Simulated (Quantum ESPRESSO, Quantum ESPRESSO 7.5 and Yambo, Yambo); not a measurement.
**A GW chain in Yambo: ZrS2 (1T monolayer)**

Aim: the G0W0 gap of ZrS2 (1T monolayer) on PBE, step by step.

Method: PBE and many-body steps on it, plane waves, in Quantum ESPRESSO 7.5 and Yambo 5.3.0.

Most raw output is cut from this account.

## Step 1: The structure

The cell holds 3 atoms: 1 Zr and 2 S. Its edges and angles: a = 3.686 Å, b = 3.686 Å, c = 16.000 Å, α = 90.0°, β = 90.0°, γ = 120.0°. Vacuum lies along c.

The structure was relaxed with PBE. The runs that relaxed it are not among those shown.

## Step 2: Ground state

This step: Quantum ESPRESSO 7.5; DFT, PBE, plane waves, norm-conserving pseudopotentials.

The ground-state density comes first.

pw.in reads:

```
&control
  calculation = 'scf'
  prefix = 'x'
  outdir = 'o'
  pseudo_dir = 'pseudo'
/
&system
  ibrav = 0
  nat = 3
  ntyp = 2
  ecutwfc = 58.0
  nbnd = 17
  force_symmorphic = .true.
/
&electrons
  conv_thr = 1e-10
  electron_maxstep = 80
  mixing_beta = 0.5
/
ATOMIC_SPECIES
  Zr 91.224 Zr.upf
  S 32.06 S.upf
CELL_PARAMETERS angstrom
  3.6856801387 -0.0000000002 0.0000000000
  -1.8428400692 3.1918926304 0.0000000000
  0.0000000000 0.0000000000 16.0000000000
ATOMIC_POSITIONS crystal
  Zr 0.0000000000 0.0000000000 0.5000000000
  S 0.3333333333 0.6666666667 0.5905314989
  S 0.6666666667 0.3333333333 0.4094685011
K_POINTS automatic
  9 9 1 0 0 0
```

Run with:

```sh
OMP_NUM_THREADS=1 mpirun -n 8 pw.x -nk 8 -in pw.in > pw.out
```

Wall time 13 s (8 MPI ranks of Intel Xeon 6975P-C (Granite Rapids), shared host); peak memory 0.79 GiB; 80 s of CPU time.

This step gave:

| Quantity | Value |
| --- | --- |
| total energy | -1982.7846 eV |
| gap | 1.217 eV |
| k of the valence top | 0, 0, 0 |
| k of the conduction bottom | 0, 0.4444, 0 |
| least direct gap | 1.688 eV |

The gap is indirect, with the least direct gap 0.47 eV higher.

## Step 3: Bands along the symmetry lines

Levels along a band path, at the cheap level, show where the edges lie and whether the meshes to come will hold them.

pw.in reads:

```
&control
  calculation = 'bands'
  prefix = 'x'
  outdir = 'o'
  pseudo_dir = 'pseudo'
/
&system
  ibrav = 0
  nat = 3
  ntyp = 2
  ecutwfc = 58.0
  nbnd = 18
  force_symmorphic = .true.
/
&electrons
  conv_thr = 1e-9
  electron_maxstep = 80
  diago_full_acc = .true.
  diago_thr_init = 5e-6
/
ATOMIC_SPECIES
  Zr 91.224 Zr.upf
  S 32.06 S.upf
CELL_PARAMETERS angstrom
  3.6856801387 -0.0000000002 0.0000000000
  -1.8428400692 3.1918926304 0.0000000000
  0.0000000000 0.0000000000 16.0000000000
ATOMIC_POSITIONS crystal
  Zr 0.0000000000 0.0000000000 0.5000000000
  S 0.3333333333 0.6666666667 0.5905314989
  S 0.6666666667 0.3333333333 0.4094685011
K_POINTS crystal
  25
  0.00000000 0.00000000 0.00000000 1
  0.06250000 0.00000000 0.00000000 1
  0.12500000 0.00000000 0.00000000 1
  0.18750000 0.00000000 0.00000000 1
  0.25000000 0.00000000 0.00000000 1
  0.31250000 0.00000000 0.00000000 1
  0.37500000 0.00000000 0.00000000 1
  0.43750000 0.00000000 0.00000000 1
  0.50000000 0.00000000 0.00000000 1
  0.47916667 0.04166667 0.00000000 1
  0.45833333 0.08333333 0.00000000 1
  0.43750000 0.12500000 0.00000000 1
  0.41666666 0.16666666 0.00000000 1
  0.39583333 0.20833333 0.00000000 1
  0.37500000 0.25000000 0.00000000 1
  0.35416666 0.29166666 0.00000000 1
  0.33333333 0.33333333 0.00000000 1
  0.29166666 0.29166666 0.00000000 1
  0.25000000 0.25000000 0.00000000 1
  0.20833333 0.20833333 0.00000000 1
  0.16666666 0.16666666 0.00000000 1
  0.12500000 0.12500000 0.00000000 1
  0.08333333 0.08333333 0.00000000 1
  0.04166667 0.04166667 0.00000000 1
  0.00000000 0.00000000 0.00000000 1
```

Run time: 6.2 s. Hardware: 8 MPI ranks; peak memory 0.7 GiB; 42 s of CPU time.

This step gave:

| Quantity | Value |
| --- | --- |
| gap | 1.195 eV |
| k of the valence top | 0, 0, 0 |
| k of the conduction bottom | 0.5, 0, 0 |
| least direct gap | 1.688 eV |

The gap is 1.195 eV, −0.022 eV from the run before at this level.

The electronic bands at the labelled points (eV, zero at the top of the highest filled band):

```csv
point,band 9,band 10,band 11,band 12,band 13,band 14,band 15,band 16
Γ,-2.60,-0.78,0.00,0.00,1.69,1.69,2.63,5.22
halfway,-2.35,-2.19,-0.84,-0.41,1.54,2.83,3.24,4.57
M,-2.36,-2.17,-1.11,-0.93,1.20,3.36,3.64,5.57
halfway,-2.15,-2.06,-1.74,-1.18,1.86,3.30,3.36,5.07
K,-3.04,-1.76,-1.76,-1.51,2.38,3.16,3.16,5.30
halfway,-2.60,-1.91,-1.48,-0.45,2.12,2.39,3.51,4.58
Γ,-2.60,-0.78,0.00,0.00,1.69,1.69,2.63,5.22
```

## Step 4: Empty states on the mesh, 6×6×1 mesh, 376 bands

The sums over transitions need many empty states on a uniform mesh; this step solves for them.

pw.in reads:

```
&control
  calculation = 'nscf'
  prefix = 'x'
  outdir = 'o'
  pseudo_dir = 'pseudo'
/
&system
  ibrav = 0
  nat = 3
  ntyp = 2
  ecutwfc = 58.0
  nbnd = 376
  force_symmorphic = .true.
/
&electrons
  conv_thr = 1e-9
  electron_maxstep = 80
  diago_full_acc = .true.
  diago_thr_init = 5e-6
/
ATOMIC_SPECIES
  Zr 91.224 Zr.upf
  S 32.06 S.upf
CELL_PARAMETERS angstrom
  3.6856801387 -0.0000000002 0.0000000000
  -1.8428400692 3.1918926304 0.0000000000
  0.0000000000 0.0000000000 16.0000000000
ATOMIC_POSITIONS crystal
  Zr 0.0000000000 0.0000000000 0.5000000000
  S 0.3333333333 0.6666666667 0.5905314989
  S 0.6666666667 0.3333333333 0.4094685011
K_POINTS automatic
  6 6 1 0 0 0
```

Run with:

```sh
OMP_NUM_THREADS=1 mpirun -n 8 pw.x -nk 4 -in pw.in > pw.out
```

It took 51 s on 8 MPI ranks; peak memory 1.8 GiB; 5.8 min of CPU time.

This step gave:

```yaml
gap: 1.195 eV
k_of_the_valence_top: 0, 0, 0
k_of_the_conduction_bottom: 0, -0.5, 0
least_direct_gap: 1.688 eV
k_points_computed: 7
lowest_point_of_the_top_converged_band_above_the_valence_top: 88.5528 eV
```

On this mesh the gap is 1.195 eV.

## Step 5: Conversion and set-up

This step: Yambo 5.3.0; conversion and set-up on PBE, plane waves, norm-conserving pseudopotentials.

The states are converted to the many-body program's format and the q mesh is built.

Run with:

```sh
(cd o/x.save; p2y > p2y.log; mv SAVE ../..); yambo > setup.log
```

Run time: 3.3 s. Hardware: 1 MPI rank; peak memory 0.24 GiB.

## Step 6: Screening and self-energy, 6×6×1 mesh, 376 bands, screening to 176.9 eV

Now the one-shot GW correction: screening in the RPA, then the self-energy of the levels asked for.

This step: G0W0 on PBE, plane waves, norm-conserving pseudopotentials.

gw3.in reads:

```
HF_and_locXC
gw0
dyson
ppa
em1d
rim_cut
rim_w
RandQpts= 3000000
RandGvec= 100 RL
CUTGeo= "slab z"
RandGvecW= 9 RL
EXXRLvcs= 58 Ry
VXCRLvcs= 232 Ry
Chimod= "HARTREE"
% BndsRnXp
 1 | 376 |
%
NGsBlkXp= 13 Ry
% LongDrXp
 1 | 1 | 0 |
%
% GbndRnge
 1 | 376 |
%
DysSolver= "n"
ExtendOut
PPAPntXp= 27.21138 eV
% QPkrange
 1 | 1 | 11 | 14 |
 4 | 4 | 11 | 14 |
%
```

Run with:

```sh
OMP_NUM_THREADS=1 mpirun -n 8 yambo -F gw3.in -J gw3 -C gw3 > gw3.log
```

Elapsed: 17 min, on 8 MPI ranks; peak memory 7.7 GiB; 2.1 h of CPU time.

This step gave:

```yaml
g0w0_gap_on_the_points_computed: 2.685 eV
starting_gap_on_the_mesh: 1.195 eV
k_of_the_valence_top: 0, 0, 0
k_of_the_conduction_bottom: 0, -0.5, 0
least_direct_g0w0_gap_on_the_computed_points: 3.336 eV
z_at_the_valence_top: 0.7425
z_at_the_conduction_bottom: 0.7538
```

The gap on the mesh goes from 1.20 eV to 2.69 eV, a correction of +1.49 eV. The start differs from the 1.22 eV found before because the two sample other k points.

Limits: finite bands, cutoff and mesh; no spin-orbit coupling. v1 is the top filled band, c1 the lowest empty one. The levels before and after the correction (eV, zero at the valence-band top of each column):

```csv
,conduction bottom,valence top
Kohn-Sham,1.20,0.00
G0W0,2.69,0.00
```

```csv
,level,energy (eV)
Kohn-Sham,Γ v2-v1,0.000
Kohn-Sham,Γ c1-c2,1.688
Kohn-Sham,(0 -0.5 0) v2,-1.110
Kohn-Sham,(0 -0.5 0) v1,-0.926
Kohn-Sham,(0 -0.5 0) c1,1.195
Kohn-Sham,(0 -0.5 0) c2,3.358
G0W0,Γ v2-v1,0.000
G0W0,Γ c1-c2,3.336
G0W0,(0 -0.5 0) v2,-1.213
G0W0,(0 -0.5 0) v1,-0.999
G0W0,(0 -0.5 0) c1,2.685
G0W0,(0 -0.5 0) c2,5.174
```

## Step 7: Where the time went

Times are wall times on the hardware named with each run, good to a factor of about two.

```csv
step,time,share,memory (GiB)
ground state,13 s,1 %,0.79
bands along the symmetry lines,6.2 s,1 %,0.7
empty states on the mesh,51 s,5 %,1.8
conversion and set-up,3.3 s,0 %,0.24
screening and self-energy,17 min,93 %,7.7
```

## Step 8: Outcome

```yaml
pbe_gap: 1.20 eV, indirect
g0w0_gap_on_the_mesh: 2.69 eV
gw_settings: 6×6×1 mesh, 376 bands, screening to 176.9 eV, Godby-Needs plasmon pole
known_limits: not at the basis limit; no spin-orbit coupling
```

In words: G0W0 moves the gap on the mesh from 1.20 eV to 2.69 eV (+1.49 eV), with Z of 0.74 and 0.75 at the edges. Only 2 of the mesh's irreducible points were corrected, so a valley elsewhere could overtake. The dearest step here is «screening and self-energy». Bands and cutoff are finite, so the gap is not at the basis limit. The miss can reach some tenths of an eV and take either sign; the mesh is an error of its own. In the G0W0 run levels were corrected at 2 k points alone, so a gap called «on the mesh» is the least over those, and an edge elsewhere would be missed. The many-body steps are scalar-relativistic: spin-orbit coupling is not in them.

[Paths, hosts, dates, memory and timing lines, banners, echoed tables and standing remarks are left out of the program output.]

[Logs are printed without paths, hosts, clocks, repeated set-up lines and the standing remarks that a program may print on its own settings, such as how far it seeks lower states.]

[Runs of the session that timed out or met a known fault of the program may be left out.]

[Hosts, paths, dates, database ids (printed as entryN), source tags and the programs' standing remarks are cut or masked in the printed files.]
